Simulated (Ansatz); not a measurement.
# InF (model cell, started as NiAs type): a soft mode frozen in, part 2 of 2

Wanted: the energy along a soft mode of InF (model cell, started as NiAs type) and the structure at the end.

Ansatz 0.2.0; DFT LDA, scalar-relativistic, plane waves, PAW.

So far, highest frequency on path, mesh or solved points (cm⁻¹): step 2 (phonons on a q mesh) 225. Also lowest frequency on the path (cm⁻¹): step 2 -108.

The structure was built from a prototype and need not be the compound's stable phase.

## (5) Energy along the mode, all amplitudes (two of the runs are shown above)

An imaginary frequency means negative curvature, so the energy should fall and then rise again as anharmonic terms take over.

This step gave:

| Property | Result |
| --- | --- |
| depth at the lowest point sampled | 19.96 meV/atom |
| largest atomic shift at that point | 0.32 Å |

Energy from the parent against largest atomic shift:

```tsv
largest atomic shift (Å)	energy from the parent (meV/atom)
0.000	0
0.040	-0.622
0.080	-2.43
0.140	-6.93
0.220	-14.4
0.320	-20.0
0.450	-1.23
0.600	108
```

Displacement at unit largest shift by atom:

```tsv
atom	x (Å)	y (Å)	z (Å)	size
In1	0.00	0.00	0.00	0.00
In2	0.00	0.00	-0.48	0.48
In3	0.00	0.00	0.48	0.48
In4	0.00	0.00	0.00	0.00
In5	0.00	0.00	0.48	0.48
In6	0.00	0.00	-0.48	0.48
F7	-0.50	-0.87	0.00	1.00
F8	1.00	0.00	0.00	1.00
F9	-0.50	0.87	0.00	1.00
F10	0.50	0.87	0.00	1.00
F11	0.50	-0.87	0.00	1.00
F12	-1.00	0.00	0.00	1.00
```

The lowest step is at 0.32 Å, 20.0 meV/atom below the parent, and the energy rises beyond it.

## (6) Relaxing from the distorted cell

Starting from the lowest point found, all atoms and the cell are let go, so that strain and other modes of the same symmetry can join in.

The input, input.yaml:

```yaml
crystal:
  lattice:
    - [-4.7665226873, -2.7519531566, 0.0]
    - [-4.7665226873, 2.7519531566, 0.0]
    - [0.0, 0.0, -7.5354644677]
  atoms:
    - { symbol: In, position: [0.3333333333, 0.3333333333, -3.32e-08] }
    - { symbol: In, position: [1.0, -1.234e-07, 0.0204779249] }
    - { symbol: In, position: [0.6666666667, 0.6666667901, -0.0204786345] }
    - { symbol: In, position: [0.3333333333, 0.3333333333, 0.5000000332] }
    - { symbol: In, position: [1.0, -1.234e-07, 0.4795220751] }
    - { symbol: In, position: [0.6666666667, 0.6666667901, 0.5204786345] }
    - { symbol: F, position: [0.4004682283, 0.9664326342, 0.75] }
    - { symbol: F, position: [-0.0335661481, 0.6330986501, 0.75] }
    - { symbol: F, position: [0.6331003552, 0.400467498, 0.75] }
    - { symbol: F, position: [0.2661984384, 0.7002341959, 0.25] }
    - { symbol: F, position: [0.0335661481, 0.2661991687, 0.25] }
    - { symbol: F, position: [0.7002329782, 0.0335678531, 0.25] }
kpoints:
  mp_grid: { grid: [9, 9, 6] }
hamiltonian:
  xc: lda
scf:
  occupations: { method: methfessel_paxton, width: 0.2 }
output:
  forces: true
  stress: true
  eigenvalues: true
relax:
  adjacent_minimum: "off"
  f_tol: 0.002
  max_steps: 120
  cell: { stress_tol: 0.03 }
```

Command:

```sh
ansatz run input.yaml --threads 4 --pin off --max-ram 7168MiB --backend cpu --events-out ev --progress --plain --runs-dir out
```

What it wrote:

```text
[...]
Crystal: 12 atoms, lattice volume = 197.689 Å³
Basis set: ecut = 420 eV, 3931 PW (Γ)
Bands: 72, of which v1, the nominal top of the filled ones, is band 60 counted from 1 (59 counted from 0)
Symmetry: 12 space group operations
[...]
k-points: 60 of 486
[...]
SCF iter   1: F=—  HF=-37506.688387 eV  |F-HF|=—  |Δ(HF+E_count)|=         —  Δρ=1.96e-2  dr2=5.52e-1  ethr=1.77e-3  ⟨swp⟩=5.8  Hψ=15222  notcnv=0
[...]
SCF iter   8: F=-37506.543643 eV  HF=-37506.543643 eV  |F-HF|=1.83e-9  |Δ(HF+E_count)|=   4.51e-8  S|Δr|=    0.00e0  Δρ=1.37e-6  dr2=2.91e-9  ethr=8.33e-11  ⟨swp⟩=4.0  Hψ=12795  notcnv=0
SCF 1 converged in 8 iterations: F = -37506.543643 eV  dr2 = 2.91e-9
[...]
relax step   1: F+E_penalty+E_count = -37506.54364312 eV  Δ(F+E_penalty+E_count) = +0.000e0 eV  max|allowed force component| = 2.784e-1 eV/Å  Δτ_max = 0.0000 Å  P = +2.819 GPa  Ω = 197.689 Å³  (8 SCF iters, dr2 threshold 1.00e-7 eV, accepted)
Crystal: 12 atoms, lattice volume = 214.727 Å³
Basis set: ecut = 420 eV, 4191 PW (Γ)
[...]
SCF iter   7: F=-37506.763541 eV  HF=-37506.763541 eV  |F-HF|=1.87e-8  |Δ(HF+E_count)|=   1.29e-8  S|Δr|=    0.00e0  Δρ=8.59e-6  dr2=6.07e-8  ethr=1.00e-9  ⟨swp⟩=10.7  Hψ=18835  notcnv=0
SCF 2 converged in 7 iterations: F = -37506.763541 eV  dr2 = 6.07e-8
[...]
relax step   2: F+E_penalty+E_count = -37506.76354070 eV  Δ(F+E_penalty+E_count) = -2.199e-1 eV  max|allowed force component| = 2.565e-1 eV/Å  Δτ_max = 0.1493 Å  P = -1.641 GPa  Ω = 214.727 Å³  energy of the carried Pulay correction = -5.565e-2 eV  (7 SCF iters, dr2 threshold 1.20e-6 eV, accepted)
Crystal: 12 atoms, lattice volume = 211.854 Å³
Basis set: ecut = 420 eV, 4143 PW (Γ)
[...]
SCF iter   6: F=-37506.818429 eV  HF=-37506.818429 eV  |F-HF|=8.92e-9  |Δ(HF+E_count)|=   8.69e-7  S|Δr|=    0.00e0  Δρ=7.25e-6  dr2=3.66e-8  ethr=1.00e-9  ⟨swp⟩=6.8  Hψ=16831  notcnv=0
SCF 3 converged in 6 iterations: F = -37506.818429 eV  dr2 = 3.66e-8
relax step   3: F+E_penalty+E_count = -37506.81842943 eV  Δ(F+E_penalty+E_count) = -5.489e-2 eV  max|allowed force component| = 3.230e-1 eV/Å  Δτ_max = 0.0203 Å  P = -1.370 GPa  Ω = 211.854 Å³  energy of the carried Pulay correction = -4.660e-2 eV  (6 SCF iters, dr2 threshold 1.20e-6 eV, accepted)
[... from here on, the SCF cycles and remarks between the steps are left out ...]
relax step   4: F+E_penalty+E_count = -37506.90748595 eV  Δ(F+E_penalty+E_count) = -8.906e-2 eV  max|allowed force component| = 2.275e-1 eV/Å  Δτ_max = 0.0679 Å  P = -0.225 GPa  Ω = 207.915 Å³  energy of the carried Pulay correction = -3.396e-2 eV  (6 SCF iters, dr2 threshold 1.20e-6 eV, accepted)
relax step   5: F+E_penalty+E_count = -37506.94495855 eV  Δ(F+E_penalty+E_count) = -3.747e-2 eV  max|allowed force component| = 2.604e-2 eV/Å  Δτ_max = 0.0686 Å  P = +0.300 GPa  Ω = 210.939 Å³  energy of the carried Pulay correction = -4.368e-2 eV  (6 SCF iters, dr2 threshold 1.20e-6 eV, accepted)
relax step   6: F+E_penalty+E_count = -37506.95825425 eV  Δ(F+E_penalty+E_count) = -1.330e-2 eV  max|allowed force component| = 1.606e-2 eV/Å  Δτ_max = 0.1063 Å  P = +0.621 GPa  Ω = 212.573 Å³  energy of the carried Pulay correction = -4.887e-2 eV  (6 SCF iters, dr2 threshold 5.41e-7 eV, accepted)
relax step   7: F+E_penalty+E_count = -37506.95536776 eV  Δ(F+E_penalty+E_count) = +2.886e-3 eV  max|allowed force component| = 3.610e-2 eV/Å  Δτ_max = 0.1072 Å  P = -0.170 GPa  Ω = 219.004 Å³  energy of the carried Pulay correction = -6.891e-2 eV  (6 SCF iters, dr2 threshold 1.06e-6 eV, accepted)
relax step   8: F+E_penalty+E_count = -37506.95252851 eV  Δ(F+E_penalty+E_count) = +2.839e-3 eV  max|allowed force component| = 2.228e-2 eV/Å  Δτ_max = 0.0582 Å  P = -0.122 GPa  Ω = 220.651 Å³  energy of the carried Pulay correction = -7.395e-2 eV  (7 SCF iters, dr2 threshold 2.67e-7 eV, accepted)
relax step   9: F+E_penalty+E_count = -37506.94954755 eV  Δ(F+E_penalty+E_count) = +2.981e-3 eV  max|allowed force component| = 4.959e-2 eV/Å  Δτ_max = 0.0765 Å  P = -0.270 GPa  Ω = 221.745 Å³  energy of the carried Pulay correction = -7.727e-2 eV  (6 SCF iters, dr2 threshold 9.77e-8 eV, accepted)
relax step  10: F+E_penalty+E_count = -37506.95442690 eV  Δ(F+E_penalty+E_count) = -4.879e-3 eV  max|allowed force component| = 1.473e-2 eV/Å  Δτ_max = 0.0075 Å  P = -0.077 GPa  Ω = 220.880 Å³  energy of the carried Pulay correction = -7.465e-2 eV  (6 SCF iters, dr2 threshold 3.86e-7 eV, accepted)
relax step  11: F+E_penalty+E_count = -37506.95474322 eV  Δ(F+E_penalty+E_count) = -3.163e-4 eV  max|allowed force component| = 2.017e-2 eV/Å  Δτ_max = 0.0053 Å  P = +0.015 GPa  Ω = 220.805 Å³  energy of the carried Pulay correction = -7.442e-2 eV  (6 SCF iters, dr2 threshold 1.63e-8 eV, accepted)
relax step  12: F+E_penalty+E_count = -37506.95531390 eV  Δ(F+E_penalty+E_count) = -5.707e-4 eV  max|allowed force component| = 2.037e-3 eV/Å  Δτ_max = 0.0207 Å  P = -0.005 GPa  Ω = 220.777 Å³  energy of the carried Pulay correction = -7.433e-2 eV  (7 SCF iters, dr2 threshold 2.54e-8 eV, accepted)
relax step  13: F+E_penalty+E_count = -37506.95475091 eV  Δ(F+E_penalty+E_count) = +5.630e-4 eV  max|allowed force component| = 9.266e-3 eV/Å  Δτ_max = 0.0440 Å  P = -0.029 GPa  Ω = 221.067 Å³  energy of the carried Pulay correction = -7.521e-2 eV  (8 SCF iters, dr2 threshold 2.59e-10 eV, accepted)
relax step  14: F+E_penalty+E_count = -37506.95526685 eV  Δ(F+E_penalty+E_count) = -5.159e-4 eV  max|allowed force component| = 6.708e-3 eV/Å  Δτ_max = 0.0246 Å  P = -0.005 GPa  Ω = 220.936 Å³  energy of the carried Pulay correction = -7.482e-2 eV  (7 SCF iters, dr2 threshold 5.37e-9 eV, accepted)
relax step  15: F+E_penalty+E_count = -37506.95472876 eV  Δ(F+E_penalty+E_count) = +5.381e-4 eV  max|allowed force component| = 1.764e-3 eV/Å  Δτ_max = 0.0185 Å  P = -0.021 GPa  Ω = 221.121 Å³  energy of the carried Pulay correction = -7.538e-2 eV  (7 SCF iters, dr2 threshold 2.81e-9 eV, accepted)
relax step  16: F+E_penalty+E_count = -37506.95512992 eV  Δ(F+E_penalty+E_count) = -4.012e-4 eV  max|allowed force component| = 2.367e-3 eV/Å  Δτ_max = 0.0027 Å  P = +0.011 GPa  Ω = 220.992 Å³  energy of the carried Pulay correction = -7.499e-2 eV  (7 SCF iters, accepted)
relax step  17: F+E_penalty+E_count = -37506.95504982 eV  Δ(F+E_penalty+E_count) = +8.009e-5 eV  max|allowed force component| = 1.340e-3 eV/Å  Δτ_max = 0.0006 Å  P = -0.003 GPa  Ω = 221.019 Å³  energy of the carried Pulay correction = -7.507e-2 eV  (6 SCF iters, dr2 threshold 3.50e-10 eV, accepted)
relax step  18: F+E_penalty+E_count = -37507.10410001 eV  Δ(F+E_penalty+E_count) = -1.491e-1 eV  max|allowed force component| = 5.180e-3 eV/Å  Δτ_max = 0.0000 Å  P = +1.018 GPa  Ω = 221.019 Å³  stress off target by 1.40e0 GPa  SCF on the basis re-selected at this cell (its energy is not comparable with the rows above)  (7 SCF iters)
relax step  19: F+E_penalty+E_count = -37507.11363892 eV  Δ(F+E_penalty+E_count) = -9.539e-3 eV  max|allowed force component| = 1.377e-2 eV/Å  Δτ_max = 0.0357 Å  P = +0.356 GPa  Ω = 225.889 Å³  energy of the carried Pulay correction = -1.613e-2 eV  (6 SCF iters, dr2 threshold 1.20e-6 eV, accepted)
relax step  20: F+E_penalty+E_count = -37507.10799559 eV  Δ(F+E_penalty+E_count) = +5.643e-3 eV  max|allowed force component| = 4.418e-3 eV/Å  Δτ_max = 0.0406 Å  P = +0.040 GPa  Ω = 228.143 Å³  energy of the carried Pulay correction = -2.455e-2 eV  (6 SCF iters, dr2 threshold 6.19e-7 eV, accepted)
relax step  21: F+E_penalty+E_count = -37507.10713041 eV  Δ(F+E_penalty+E_count) = +8.652e-4 eV  max|allowed force component| = 6.144e-3 eV/Å  Δτ_max = 0.0338 Å  P = +0.015 GPa  Ω = 228.381 Å³  energy of the carried Pulay correction = -2.549e-2 eV  (7 SCF iters, dr2 threshold 4.33e-9 eV, accepted)
relax step  22: F+E_penalty+E_count = -37507.10706552 eV  Δ(F+E_penalty+E_count) = +6.490e-5 eV  max|allowed force component| = 1.544e-4 eV/Å  Δτ_max = 0.0116 Å  P = +0.004 GPa  Ω = 228.409 Å³  energy of the carried Pulay correction = -2.562e-2 eV  (6 SCF iters, dr2 threshold 2.36e-9 eV, accepted)
relax step  23: F+E_penalty+E_count = -37507.13541944 eV  Δ(F+E_penalty+E_count) = -2.835e-2 eV  max|allowed force component| = 1.645e-3 eV/Å  Δτ_max = 0.0000 Å  P = +0.061 GPa  Ω = 228.409 Å³  stress off target by 1.59e-1 GPa  SCF on the basis re-selected at this cell (its energy is not comparable with the rows above)  (7 SCF iters)
relax step  24: F+E_penalty+E_count = -37507.13500567 eV  Δ(F+E_penalty+E_count) = +4.138e-4 eV  max|allowed force component| = 4.709e-4 eV/Å  Δτ_max = 0.0081 Å  P = +0.005 GPa  Ω = 228.776 Å³  energy of the carried Pulay correction = -1.015e-3 eV  (5 SCF iters, dr2 threshold 6.32e-8 eV, accepted)
relax step  25: F+E_penalty+E_count = -37507.13612795 eV  Δ(F+E_penalty+E_count) = -1.122e-3 eV  max|allowed force component| = 4.866e-4 eV/Å  Δτ_max = 0.0000 Å  P = +0.008 GPa  Ω = 228.776 Å³  stress off target by 4.75e-2 GPa  SCF on the basis re-selected at this cell (its energy is not comparable with the rows above)  (6 SCF iters)
relax step  26: F+E_penalty+E_count = -37507.13635120 eV  Δ(F+E_penalty+E_count) = -2.232e-4 eV  max|allowed force component| = 2.298e-3 eV/Å  Δτ_max = 0.0033 Å  P = -0.003 GPa  Ω = 228.750 Å³  energy of the carried Pulay correction = +1.344e-4 eV  (6 SCF iters, dr2 threshold 5.64e-9 eV, accepted)
relax step  27: F+E_penalty+E_count = -37507.13629161 eV  Δ(F+E_penalty+E_count) = +5.960e-5 eV  max|allowed force component| = 5.822e-5 eV/Å  Δτ_max = 0.0002 Å  P = -0.000 GPa  Ω = 228.769 Å³  energy of the carried Pulay correction = +7.373e-5 eV  (5 SCF iters, dr2 threshold 3.30e-10 eV, accepted)
[...]
SCF iter   6: F=-37507.136149 eV  HF=-37507.136149 eV  |F-HF|=0.00e0  |Δ(HF+E_count)|=  3.64e-11  S|Δr|=    0.00e0  Δρ=3.69e-8  dr2=1.59e-12  ethr=1.00e-12  ⟨swp⟩=4.9  Hψ=13873  notcnv=0
SCF 28 converged in 6 iterations: F = -37507.136149 eV  dr2 = 1.59e-12
relax step  28: F+E_penalty+E_count = -37507.13614944 eV  Δ(F+E_penalty+E_count) = +1.422e-4 eV  max|allowed force component| = 1.290e-4 eV/Å  Δτ_max = 0.0000 Å  P = -0.000 GPa  Ω = 228.769 Å³  stress off target by 1.17e-2 GPa  SCF on the basis re-selected at this cell (its energy is not comparable with the rows above)  (6 SCF iters)
basis re-selected at this cell: Δ(F+E_penalty+E_count) = +1.422e-4 eV, ΔP = +0.000 GPa vs the last step (what re-selecting the basis moved, of the pressure what is left beyond the Pulay correction that the steps carried, after the strain that the cell walked since its last selection, with what the two solves' SCF thresholds leave and, on support functions, any second-order correction that the steps lacked; it is no m [...]
SCF converged after 6 iterations
[...]
Free energy (F): -37507.136149 eV
[...]
Internal energy: -37507.132158 eV  (E = F + TS)
E sigma→0 (E₀):  -37507.135152 eV
Entropy (-TS):   -0.003992 eV (-0.333 meV/atom)
Fermi energy:    6.875344 eV
[...]
--- Forces (eV/Å), atoms counted from 1 ---
  atom   1  In    -0.00000000    -0.00000000     0.00000000
  atom   2  In    -0.00000000    -0.00000000    -0.00012897
  atom   3  In     0.00000000     0.00000000     0.00012897
  atom   4  In    -0.00000000    -0.00000000     0.00000000
  atom   5  In    -0.00000000    -0.00000000     0.00012897
  atom   6  In     0.00000000     0.00000000    -0.00012897
  atom   7  F     -0.00002896     0.00005543    -0.00000000
  atom   8  F     -0.00003353    -0.00005279    -0.00000000
  atom   9  F      0.00006248    -0.00000264    -0.00000000
  atom  10  F      0.00002896    -0.00005543     0.00000000
  atom  11  F     -0.00006248     0.00000264     0.00000000
  atom  12  F      0.00003353     0.00005279     0.00000000
  max |Σ_I F_I| component: 9.68e-18 eV/Å
--- Stress (GPa, compression-positive) ---
       -0.006281      -0.000000       0.000000
        0.000000      -0.006281      -0.000000
        0.000000      -0.000000       0.011715
  P = ⅓ Tr σ = -0.0003 GPa (-0.003 kbar)
--- Band table (eV; the first three rows and the last of 60) ---
  k-point 0: bands = [... 56 lower, 5.8587, 6.6175, 6.9390, 7.0768, 8.1575, 8.1575, 8.3088, 8.7337, ... 8 higher]
  k-point 1: bands = [... 56 lower, 5.8504, 6.6546, 6.7866, 7.2993, 8.1487, 8.1487, 8.5640, 8.6364, ... 8 higher]
  k-point 2: bands = [... 56 lower, 5.9102, 6.3311, 7.0862, 7.4195, 8.1673, 8.1673, 8.4408, 8.4408, ... 8 higher]
  k-point 59: bands = [... 56 lower, 4.5812, 4.5812, 4.8986, 4.8986, 9.7075, 9.7075, 9.8757, 9.8757, ... 8 higher]
--- Relaxed structure (24 steps of the walk, 24 accepted, 4 SCFs on fresh bases) ---
  F+E_penalty+E_count = -37507.13614944 eV   max|allowed force component| = 1.290e-4 eV/Å   (the final SCF, on the basis selected at the relaxed cell)
  cell:  # Å, volume = 228.7693 Å³
    - [-4.891379, -2.824039, 0]
    - [-4.891379, 2.824039, 0]
    - [0, 0, -8.280676]
  atoms:
    - { symbol: In, position: [0.333333, 0.333333, -8.588373e-19] }
    - { symbol: In, position: [1.0, -1.110223e-16, 0.054633] }
    - { symbol: In, position: [0.666667, 0.666667, -0.054633] }
    - { symbol: In, position: [0.333333, 0.333333, 0.500000] }
    - { symbol: In, position: [1.0, -1.110223e-16, 0.445367] }
    - { symbol: In, position: [0.666667, 0.666667, 0.554633] }
    - { symbol: F, position: [0.507886, 0.984246, 0.750000] }
    - { symbol: F, position: [-0.015754, 0.507868, 0.750000] }
    - { symbol: F, position: [0.507868, 0.507886, 0.750000] }
    - { symbol: F, position: [0.158781, 0.682421, 0.250000] }
    - { symbol: F, position: [0.158798, 0.158781, 0.250000] }
    - { symbol: F, position: [0.682421, 0.158798, 0.250000] }
```

Elapsed: 7 min, on 4 threads of Arm Neoverse V2, shared host; peak memory 1.1 GiB; 27 min of CPU time.

Relaxation path (22 of 28):

```tsv
step	energy less that of the first step (eV)	largest force component (eV/Å)	pressure (GPa)	volume (Å³)
1	0.0000	0.2784	2.82	197.69
2	-0.2199	0.2565	-1.64	214.73
4	-0.3638	0.2275	-0.22	207.91
5	-0.4013	0.0260	0.30	210.94
6	-0.4146	0.0161	0.62	212.57
7	-0.4117	0.0361	-0.17	219.00
9	-0.4059	0.0496	-0.27	221.75
10	-0.4108	0.0147	-0.08	220.88
11	-0.4111	0.0202	0.02	220.81
13	-0.4111	0.0093	-0.03	221.07
14	-0.4116	0.0067	-0.01	220.94
15	-0.4111	0.0018	-0.02	221.12
16	-0.4115	0.0024	0.01	220.99
18*	-0.5605	0.0052	1.02	221.02
19	-0.5700	0.0138	0.36	225.89
20	-0.5644	0.0044	0.04	228.14
22	-0.5634	0.0002	0.00	228.41
23*	-0.5918	0.0016	0.06	228.41
24	-0.5914	0.0005	0.01	228.78
25*	-0.5925	0.0005	0.01	228.78
27	-0.5926	0.0001	0.00	228.77
28*	-0.5925	0.0001	0.00	228.77
```

Relaxation steps marked * repeat the geometry before them on a plane-wave basis chosen anew for their cell, so energy and pressure can jump there. Other such steps can lie between the rows shown.

The run keeps the 12 symmetry operations that the program found, so distortions that break them were not tested.

```tsv
cell as run	before	after	change
a (Å)	5.504	5.648	+2.6 %
b (Å)	5.504	5.648	+2.6 %
c (Å)	7.535	8.281	+9.9 %
volume (Å³/atom)	16.47	19.06	+15.7 %
```

The atoms that moved most (Å, as changes of fractional coordinates times the final cell):

```tsv
atom	dx	dy	dz	length
F11	-0.087	-0.657	0.000	0.663
F9	0.087	0.657	0.000	0.663
F10	0.613	0.253	0.000	0.663
F12	-0.525	0.404	0.000	0.663
F7	-0.613	-0.253	0.000	0.663
F8	0.525	-0.404	0.000	0.663
In2	0.000	0.000	-0.283	0.283
In5	0.000	0.000	0.283	0.283
```

Final coordinates:

```xyz
12
Lattice="-4.8914 -2.8240 0.0000 -4.8914 2.8240 0.0000 0.0000 0.0000 -8.2807" Properties=species:S:1:pos:R:3 pbc="T T T"
In   -3.2609    0.0000    0.0000
In   -4.8914   -2.8240   -0.4524
In   -6.5218    0.0000    0.4524
In   -3.2609    0.0000   -4.1403
In   -4.8914   -2.8240   -3.6879
In   -6.5218    0.0000   -4.5927
F    -7.2986    1.3453   -6.2105
F    -2.4071    1.4787   -6.2105
F    -4.9684    0.0000   -6.2105
F    -4.1146    1.4788   -2.0702
F    -1.5534    0.0000   -2.0702
F    -4.1147   -1.4787   -2.0702
```

Read from the output:

```
pressure        : -2.82e-4 GPa
volume per atom : 19.06 Å³
```

The distorted start has space group P6_3/m; the relaxation ends in P6_3/mmc.

## (7) What came out

| Quantity | Value |
| --- | --- |
| unstable mode of the parent | q = (0.333, 0.333, 0), 108i cm⁻¹ |
| depth at the lowest point sampled | 20.0 meV/atom |
| largest atomic shift at that point | 0.32 Å |
| space group reached | P6_3/mmc |
| energy gained over the parent (first relaxation, on the mesh of the frozen mode) | 69.2 meV/atom |
| volume per atom, phase reached | 19.1 Å³ |

What this shows: Along this mode the structure falls into P6_3/mmc, 69.2 meV/atom below the parent. At the parent's cell the well is 19.96 meV/atom deep on the steps tried, with its lowest point at a shift of 0.32 Å. Relaxing atoms and cell changes the gain by +49.26 meV/atom against the lowest step (energies at zero smearing). Most of the total comes from this relaxation. The end point has the space group of the parent. The modes of the phase reached were not computed. Of the 2 patterns followed from this parent, this one reaches the lowest energy. Each path keeps the symmetry of its pattern, so a lower phase may lie along a pattern not tried. With no gap, or one that is small against the smearing, the frequencies hang on the k mesh and the smearing, most of all near Kohn anomalies. The volume moved by more than a tenth on the k mesh of the start, so the energy gain is rough. A semilocal functional can close a gap that the real compound would have, so the metallic treatment may be an artefact of the level. The starting cell was built on a prototype and not taken from a measurement, so the phase need not exist.

[Long decimals in the printed logs are rounded to 6 places.]

[Logs are printed without paths, hosts, clocks, repeated set-up lines and the standing remarks that a program may print on its own settings, such as how far it seeks lower states.]

[Hosts, paths, dates, database ids (printed as entryN), source tags and the programs' standing remarks are cut or masked in the printed files.]

[Where the starting crystal was built by hand or by swapping elements, it need not be the compound's stable phase.]
